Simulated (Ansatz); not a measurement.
## Supercells of CdSe(11-20)/C(110) interface (60 atoms): plane waves and support functions

Wanted: cost and convergence against size for CdSe(11-20)/C(110) interface (60 atoms).

Main program and level: Ansatz 0.2.0; Kohn-Sham DFT, PBE, PAW (set soft_2, large core), plane waves.

### Step 1. The starting structure

The cell holds 60 atoms: 6 Cd, 6 Se and 48 C. Its edges and angles: a = 7.010 Å, b = 7.448 Å, c = 12.063 Å, α = 90.0°, β = 90.0°, γ = 90.0°. It derives from CdSe and C. Wurtzite CdSe(11-20), 3 repeat layers, 1 surface cells, strained +0.00 and -0.00 %; diamond-structure C(110), 4 layers, 6 cells, -1.74 and -1.57 %; outer planes 1.94 Å apart and 1.99 Å at the second interface of the periodic stack; not relaxed, displaced by a Gaussian of 0.02 Å. Regions: CdSe, 12 atoms (6 Cd and 6 Se); C, 48 atoms (48 C).

Limits known from the start: The host structure and its lattice constant were typed by rule, without a check against the phase diagram.

### Step 2. Plane waves, typed cell on a dense mesh

The typed cell on a k-mesh is the yardstick: it samples like Γ on the cell repeated as often as the mesh has points along each axis. Its own convergence isn't tested.

input.yaml reads:

```yaml
crystal:
  lattice:
    - [7.01, 0.0, 0.0]
    - [0.0, 7.4478, 0.0]
    - [0.0, 0.0, 12.06332]
  atoms:
    - { symbol: Cd, position: [0.99914, 0.99722, 0.00113] }
    - { symbol: Se, position: [0.87736, 0.66358, 0.99957] }
    - { symbol: Cd, position: [0.50707, 0.66505, 0.00036] }
    - { symbol: Se, position: [0.37581, 0.00259, 0.99894] }
    - { symbol: Cd, position: [0.998, 0.49806, 0.18029] }
    - { symbol: Se, position: [0.87461, 0.16615, 0.17761] }
    - { symbol: Cd, position: [0.49677, 0.16664, 0.17698] }
    - { symbol: Se, position: [0.37159, 0.50082, 0.17961] }
    - { symbol: Cd, position: [0.99752, 0.99619, 0.35599] }
    - { symbol: Se, position: [0.87244, 0.66504, 0.35634] }
    - { symbol: Cd, position: [0.50364, 0.66754, 0.35515] }
    - { symbol: Se, position: [0.38154, 0.99965, 0.3551] }
    - { symbol: C, position: [0.0568, 0.49735, 0.52] }
    - { symbol: C, position: [0.6742, 0.33044, 0.5196] }
    - { symbol: C, position: [0.80289, 0.33584, 0.62506] }
    - { symbol: C, position: [0.92796, 0.50313, 0.62437] }
    - { symbol: C, position: [0.05328, 0.49946, 0.72838] }
    - { symbol: C, position: [0.67999, 0.33349, 0.72875] }
    - { symbol: C, position: [0.8028, 0.33114, 0.83734] }
    - { symbol: C, position: [0.92557, 0.49804, 0.83346] }
    - { symbol: C, position: [0.05117, 0.83143, 0.51693] }
    - { symbol: C, position: [0.67861, 0.66626, 0.51495] }
    - { symbol: C, position: [0.80534, 0.66371, 0.62287] }
    - { symbol: C, position: [0.92717, 0.83589, 0.62651] }
    - { symbol: C, position: [0.05214, 0.83469, 0.72879] }
    - { symbol: C, position: [0.67693, 0.67169, 0.73001] }
    - { symbol: C, position: [0.80644, 0.66241, 0.83537] }
    - { symbol: C, position: [0.9253, 0.83094, 0.83701] }
    - { symbol: C, position: [0.5519, 0.49378, 0.51655] }
    - { symbol: C, position: [0.17587, 0.33186, 0.51853] }
    - { symbol: C, position: [0.30321, 0.33377, 0.62312] }
    - { symbol: C, position: [0.43081, 0.4957, 0.62444] }
    - { symbol: C, position: [0.55411, 0.50121, 0.72979] }
    - { symbol: C, position: [0.18279, 0.33377, 0.72599] }
    - { symbol: C, position: [0.30119, 0.32979, 0.8355] }
    - { symbol: C, position: [0.42575, 0.50132, 0.83784] }
    - { symbol: C, position: [0.04632, 0.16852, 0.51798] }
    - { symbol: C, position: [0.67872, 0.99789, 0.51367] }
    - { symbol: C, position: [0.80225, 0.00103, 0.62365] }
    - { symbol: C, position: [0.92652, 0.16699, 0.62333] }
    - { symbol: C, position: [0.05386, 0.16556, 0.73038] }
    - { symbol: C, position: [0.67405, 0.00114, 0.72662] }
    - { symbol: C, position: [0.79827, 0.00208, 0.83529] }
    - { symbol: C, position: [0.9329, 0.1646, 0.83356] }
    - { symbol: C, position: [0.55576, 0.83344, 0.51743] }
    - { symbol: C, position: [0.17809, 0.66429, 0.5173] }
    - { symbol: C, position: [0.30724, 0.6683, 0.62255] }
    - { symbol: C, position: [0.42753, 0.83023, 0.62251] }
    - { symbol: C, position: [0.55269, 0.83444, 0.73131] }
    - { symbol: C, position: [0.1752, 0.66783, 0.72962] }
    - { symbol: C, position: [0.30348, 0.6685, 0.83157] }
    - { symbol: C, position: [0.42906, 0.83071, 0.83598] }
    - { symbol: C, position: [0.55213, 0.17086, 0.51908] }
    - { symbol: C, position: [0.17313, 0.00293, 0.51732] }
    - { symbol: C, position: [0.30354, 0.002, 0.62286] }
    - { symbol: C, position: [0.42779, 0.16836, 0.62297] }
    - { symbol: C, position: [0.55299, 0.16557, 0.72894] }
    - { symbol: C, position: [0.17852, 0.00124, 0.72823] }
    - { symbol: C, position: [0.30196, 0.00533, 0.83336] }
    - { symbol: C, position: [0.42645, 0.16842, 0.83505] }
kpoints:
  mp_grid: { grid: [5, 5, 3] }
hamiltonian:
  xc: pbe
  pseudopotentials: { kind: paw, core: large }
scf:
  occupations: { method: gaussian, width: 0.05 }
output:
  forces: true
  stress: true
  populations: true
  dos:
    method: { smearing: { sigma: 0.08 } }
    de: 0.1
    projected:
      site_lists:
        C: [12, 13, 14, 15, 16, 17, 18, 19, 20, 21, 22, 23, 24, 25, 26, 27, 28, 29, 30, 31, 32, 33, 34, 35, 36, 37, 38, 39, 40, 41, 42, 43, 44, 45, 46, 47, 48, 49, 50, 51, 52, 53, 54, 55, 56, 57, 58, 59]
        Cd: [Cd]
        Se: [Se]
        CdSe: [0, 1, 2, 3, 4, 5, 6, 7, 8, 9, 10, 11]
  eigenvalues: true
```

On the command line:

```console
$ ansatz run input.yaml --threads 4 --pin off --max-ram 15872MiB --backend cpu --events-out ev --progress --plain --runs-dir out
```

Numbers of over 12 decimals in the logs are rounded to 6 here.

Log:

```text
Engine: ansatz 0.2.0, aarch64-unknown-linux-gnu
Pseudopotentials: kind: paw
Pseudopotential: Cd, paw, valence charge 20, recommended cutoff 420 eV (normal), Cd.paw.azcp
Pseudopotential: Se, paw, valence charge 6, recommended cutoff 420 eV (normal), Se.paw.azcp#standard-large-core
Pseudopotential: C, paw, valence charge 4, recommended cutoff 420 eV (normal), C.paw.azcp
[... 5 lines on functional and potentials left out ...]
Crystal: 60 atoms, lattice volume = 629.815 Å³
Basis set: ecut = 420 eV, 12319 PW (Γ), exchange–correlation on 96×100×162 points (8 copies of the dense FFT grid, shifted against one another)
Bands: 234, of which v1, the nominal top of the filled ones, is band 174 counted from 1 (173 counted from 0)
Symmetry: 1 space group operations
Space group: P1 (ITA 1), of the structure as read, at distance tolerance 8.6e-5 Å
k-points: 38 of 75 (time reversal used)
[... 7 lines on functional and potentials left out ...]
Initial density: superposition of atomic densities (chi_scale 0.1, normalization cell, long waves of neutral atoms (reshape's long-wave potential 3.79 eV rms, cloud 2.64 Å wide))
Initial wavefunctions: pseudopotential atomic-orbital guess
Functional: x = pbe(κ = 0.804, μ = 0.219515), c = pbe(β = 0.066725)
SCF iter   1: F=—  HF=-77011.868631 eV  |F-HF|=—  |Δ(HF+E_count)|=         —  Δρ=1.02e-1  dr2=9.14e1  ethr=3.10e-3  ⟨swp⟩=8.1  Hψ=42494  notcnv=0  defer=1562
preconditioner: auto → LDOS  [metal: Δε(μ)=0.005 eV  Ē_g=14.232 eV  σ=0.050 eV  W_gap=0.06  n_scr=160 (ndim 8)  ℏωp=25.6 eV  f_vac=0.035  D(μ)=16.47/eV (n_scr^D=108)  β→1.0]
SCF iter   2: F=—  HF=-76998.948671 eV  |F-HF|=—  |Δ(HF+E_count)|=    1.29e1  Δρ=5.79e-2  dr2=1.67e1  ethr=3.10e-3  ⟨swp⟩=3.2  Hψ=20931  notcnv=0  defer=1918
SCF iter   3: F=—  HF=-76994.990227 eV  |F-HF|=—  |Δ(HF+E_count)|=    3.96e0  Δρ=2.15e-2  dr2=3.31e0  ethr=3.10e-3  ⟨swp⟩=3.0  Hψ=21561  notcnv=0  defer=1906
SCF iter   4: F=—  HF=-76994.218917 eV  |F-HF|=—  |Δ(HF+E_count)|=   7.71e-1  Δρ=6.02e-3  dr2=4.83e-1  ethr=9.53e-4  ⟨swp⟩=2.0  Hψ=17088  notcnv=0  defer=1912
SCF iter   5: F=—  HF=-76994.172926 eV  |F-HF|=—  |Δ(HF+E_count)|=   4.60e-2  Δρ=3.30e-3  dr2=1.15e-1  ethr=1.39e-4  ⟨swp⟩=2.5  Hψ=11309  notcnv=0  defer=1912
SCF iter   6: F=—  HF=-76994.156876 eV  |F-HF|=—  |Δ(HF+E_count)|=   1.60e-2  Δρ=1.45e-3  dr2=2.20e-2  ethr=3.31e-5  ⟨swp⟩=2.0  Hψ=11166  notcnv=0  defer=1912
SCF iter   7: F=—  HF=-76994.154660 eV  |F-HF|=—  |Δ(HF+E_count)|=   2.22e-3  Δρ=6.37e-4  dr2=4.24e-3  ethr=6.33e-6  ⟨swp⟩=3.5  Hψ=12476  notcnv=0  defer=1912
SCF iter   8: F=—  HF=-76994.154225 eV  |F-HF|=—  |Δ(HF+E_count)|=   4.35e-4  Δρ=2.78e-4  dr2=8.02e-4  ethr=1.22e-6  ⟨swp⟩=2.3  Hψ=11880  notcnv=0  defer=1912
SCF iter   9: F=—  HF=-76994.154166 eV  |F-HF|=—  |Δ(HF+E_count)|=   5.98e-5  Δρ=9.71e-5  dr2=9.35e-5  ethr=2.31e-7  ⟨swp⟩=2.0  Hψ=10910  notcnv=0  defer=1912
SCF iter  10: F=—  HF=-76994.154106 eV  |F-HF|=—  |Δ(HF+E_count)|=   5.92e-5  Δρ=3.03e-5  dr2=8.58e-6  ethr=2.69e-8  ⟨swp⟩=2.0  Hψ=12465  notcnv=0  defer=1912
SCF iter  11: F=—  HF=-76994.154106 eV  |F-HF|=—  |Δ(HF+E_count)|=   5.69e-7  Δρ=1.28e-5  dr2=1.41e-6  ethr=2.46e-9  ⟨swp⟩=2.2  Hψ=12473  notcnv=0  defer=1912
SCF iter  12: F=—  HF=-76994.154106 eV  |F-HF|=—  |Δ(HF+E_count)|=   6.49e-8  Δρ=4.43e-6  dr2=1.74e-7  ethr=4.04e-10  ⟨swp⟩=3.0  Hψ=13030  notcnv=0  defer=1912
SCF iter  13: F=-76994.154106 eV  HF=-76994.154106 eV  |F-HF|=2.47e-8  |Δ(HF+E_count)|=   1.77e-8  Δρ=1.72e-6  dr2=3.42e-8  ethr=2.87e-11  ⟨swp⟩=22.4  Hψ=66450  notcnv=0
SCF 1 converged in 13 iterations: F = -76994.154106 eV  dr2 = 3.42e-8
  greatest PAW one-centre occupation: 1.000 electrons in one spin orbital (limit 2), on the Cd atom at site 4 (counted from 0), in its partial waves of l = 0
SCF converged after 13 iterations
Free energy (F): -76994.154106 eV
Harris-Foulkes:  -76994.154106 eV  (|F-HF|=2.47e-8)
Internal energy: -76994.128807 eV  (E = F + TS)
E sigma→0 (E₀):  -76994.141457 eV
Entropy (-TS):   -0.025298 eV (-0.422 meV/atom)
Fermi energy:    9.625097 eV
--- Per-component energies (eV) ---
  E_band       = -2667.314175
  E_kinetic    = 7993.684068
  E_local      = -33747.209884  (includes V_loc(G=0)·N_el)
  E_nonlocal   = 1813.962613
  E_hartree    = 14781.663211
  E_xc         = -4515.799891
  E_vxc        = -4688.800519  (∫ρ·V_xc dr)
  E_paw        = -42482.839218  (= ΣΔE_a)
  E_vpaw       = -3602.285287  (= ΣTr[D̂ρ^β])
  E_aug_tail   = 0.000427  (compensation charges beyond the density's cutoff)
  E_ewald      = -20837.590134
  E_smearing   = -0.025298  (= −TS)
  E_closure    = -0.000000  (closes the sum)
  Σ components = -76994.154106   (vs F -76994.154106, Δ=0.00e0)
--- Forces (eV/Å), atoms counted from 1 ---
  atom   1  Cd     0.08579164     1.01116803     0.47017880
  atom   2  Se    -0.11270703    -0.59502451     2.41456054
  atom   3  Cd    -0.20512581    -0.95648342     0.60623070
  atom   4  Se    -0.37630299     0.37362382     2.17299475
  atom   5  Cd     0.15950619    -0.53458326     0.01039044
  atom   6  Se    -0.04469602    -0.34641793    -0.02695120
  atom   7  Cd     0.22007719     0.60568791     0.10918906
  atom   8  Se     0.08931174     0.30068284    -0.20136969
  atom   9  Cd    -1.80532178     1.00707401    -1.42303275
  atom  10  Se    -0.24595077    -0.73575410     0.30794207
  atom  11  Cd    -2.32970399    -1.01294585    -1.52643549
  atom  12  Se    -0.84211544     0.78355099     0.19751804
  atom  13  C      3.40955294     0.36496235     0.72883268
  atom  14  C     -2.82185533     0.74629305     0.67137982
[...]
atom  59  C      3.60348871    -1.55735420    -1.30499603
  atom  60  C     -2.34075748     0.20704783    -1.83464739
  max |Σ_I F_I| component: 1.89e-4 eV/Å
--- Stress (GPa, compression-positive) ---
        6.696932       0.067942       2.692832
        0.067942       8.612517      -0.003134
        2.692832      -0.003134      -1.461717
  P = ⅓ Tr σ = 4.6159 GPa (46.159 kbar)
--- Band table (eV; the first three rows and the last of 38) ---
  k-point 0: bands = ["-93.1581", "-93.1225", "-93.0773", "-93.0529", [... 218 levels ...], "17.4820", "17.6495", "17.7034", "17.7876", "17.8725", "17.9178", "18.0132", "18.0505", "18.1184", "18.1375", "18.2081", "18.2711"]
[...]
--- Löwdin populations: 60 sites ---
  site symbol       q [e]
     0     Cd     18.6670
     1     Se      6.2503
     2     Cd     18.6793
[...]
59      C      4.0165
  spilling = 0.007264 (of n_electrons = 348.000000)
```

The job ended after 7.4 min (4 threads of Arm Neoverse V2, shared host; peak memory 5.6 GiB).

In the SCF lines HF is the Harris–Foulkes energy and dr2 the Hartree energy of the density residual, in eV; the loop may stop once dr2 is under the threshold and the program's other checks hold. Hψ counts applications of the Hamiltonian.

The program notes that potentials were chosen by core size.

Numbers from this run:

| Quantity | Value |
| --- | --- |
| free energy | -76994.1541 eV |
| free energy per atom | -1283.2359 eV/atom |
| SCF cycles | 13 |
| pressure | 4.616 GPa |
| r.m.s. force component | 1.482 eV/Å |
| longest force | 4.204 eV/Å |
| Fermi energy | 9.625 eV |
| levels partly filled by over 2 per cent | 58 |
| spilling of the projection | 0.007264 |

The r.m.s. force component of 1.5 eV/Å sets the scale for the differences below.

### Step 3. Plane waves, 60 atoms

The typed cell is solved at Γ alone, the coarsest sampling of the series.

input.yaml, the sections that differ from step 2:

```yaml
kpoints:
  mp_grid: { grid: [1, 1, 1] }
output:
  forces: true
# crystal, hamiltonian, scf: as in step 2
```

It took 6.7 s on 4 threads; peak memory 0.76 GiB; 23 s of CPU time.

It converged in 20 SCF cycles; the log is left out.

The energy lies 50.2 meV/atom above the dense-mesh reference.

### Step 4. Support functions, 60 atoms

The typed cell is solved at Γ alone, now in support functions.

This step: Kohn-Sham DFT, PBE, PAW (set soft_2, large core), localised support functions (medium) (Ansatz 0.2.0).

input.yaml, as its differences from that of step 3:

```diff
@@ -14,2 +14,4 @@
   occupations: { method: gaussian, width: 0.05 }
+  eigensolver: { kind: { support_functions: { accuracy: medium } } }
+  max_iter: 150
 output:
```

Log:

```text
Warning: scf.eigensolver.kind.support_functions: disabling space-group detection — the functions' gradient is summed over unrotated k-points, so no spatial operation reduces the k-mesh or symmetrises the density; time reversal is kept, so that k and −k are solved as one point where they differ and the mesh holds both, and exact exchange and, on two spinor components, a DFT+U term hold to it where the run has them: [...]
settings of this run that can trade accuracy for cost: scf.eigensolver.kind.support_functions [...]
[...]
Crystal: 60 atoms, lattice volume = 629.815 Å³
Basis set: ecut = 420 eV, 12319 PW (Γ), exchange–correlation on 96×100×162 points (8 copies of the dense FFT grid, shifted against one another)
Bands: 209, of which v1, the nominal top of the filled ones, is band 174 counted from 1 (173 counted from 0)
Symmetry: 1 space group operations
k-points: 1
[...]
SCF iter   1: F=—  HF=-76985.727191 eV  |F-HF|=—  |Δ(HF+E_count)|=         —  Δρ=1.05e-1  dr2=1.03e2  ethr=1.00e-1
[...]
SCF iter  22: F=—  HF=-76991.340042 eV  |F-HF|=—  |Δ(HF+E_count)|=   3.32e-4  Δρ=1.73e-5  dr2=3.71e-6  ethr=1.17e-9  κ⁻¹=4.4e-3(r=7)
SCF iter  23: F=-76991.340042 eV  HF=-76991.340042 eV  |F-HF|=5.85e-7  |Δ(HF+E_count)|=   2.48e-8  Δρ=7.17e-6  dr2=7.93e-7  ethr=1.07e-9
SCF 1 converged in 23 iterations: F = -76991.352417 eV  dr2 = 7.93e-7
[...]
SCF converged after 23 iterations
Stability not checked: this state was not tested for a lower state beside it, because the mixer in use, unlike msr1, does not test its closes by its own steps (another_mixer; see scf.mixing.algorithm and scf.lower_state_search)
Free energy (F): -76991.352417 eV
[...]
Internal energy: -76991.271530 eV  (E = F + TS)
E sigma→0 (E₀):  -76991.311974 eV
Entropy (-TS):   -0.080887 eV (-1.348 meV/atom)
Fermi energy:    9.702197 eV
[...]
Σ components = -76991.352417   (vs F -76991.352417, Δ=0.00e0)
--- Forces (eV/Å), atoms counted from 1 ---
  atom   1  Cd     0.18205753     1.00834797     0.42997527
  atom   2  Se     0.02415748    -0.69240060     2.35848580
  atom   3  Cd    -0.21030432    -0.95867272     0.54386375
  atom   4  Se    -0.26231719     0.53139431     2.06168040
[...]
atom  60  C     -2.38288636     0.15201959    -2.09510442
  max |Σ_I F_I| component: 3.11e-3 eV/Å
--- Band table (eV) ---
[...]
guard bands above this table: 27 of the run's 209 bands (output.publish_guard_bands: true publishes all)
[...]
```

Wall time 90 s (4 threads); peak memory 1.7 GiB.

The program notes that the band table was not solved further than the SCF left it and it switched symmetry off.

The energy lies 46.7 meV/atom above the dense-mesh reference, and 3.5 meV/atom below plane waves of the same size, an offset between the two bases that leaves the sampling error alike.

### Step 5. Plane waves, 240 atoms

The cell is repeated and solved at Γ in plane waves, whose cost grows towards the cube of the size.

This step: Kohn-Sham DFT, PBE, PAW (set soft_2, large core), plane waves (Ansatz 0.2.0).

input.yaml, the sections that differ from step 4:

```yaml
crystal:
  lattice:
    - [7.01, 0.0, 0.0]
    - [0.0, 7.4478, 0.0]
    - [0.0, 0.0, 12.06332]
  atoms:
    [... the 60 atom lines of step 2 ...]
  supercell: [2, 2, 1]
scf:
  occupations: { method: gaussian, width: 0.05 }
# kpoints, hamiltonian, output: as in step 4
```

Wall time 2 min (4 threads); peak memory 5.1 GiB; 8 min of CPU time.

The program repeats the typed cell 2×2×1 times, 240 atoms in all; totals in the log are those of the whole repeated cell, and force differences are taken after averaging over the copies of each atom.

It converged in 15 SCF cycles; the log is left out.

The energy lies 6.97 meV/atom above the dense-mesh reference.

[end of part 1 of 2]

[Logs are printed without paths, hosts, clocks, repeated set-up lines and the standing remarks that a program may print on its own settings, such as how far it seeks lower states.]

[Hosts, paths, dates, database ids (printed as entryN), source tags and the programs' standing remarks are cut or masked in the printed files.]
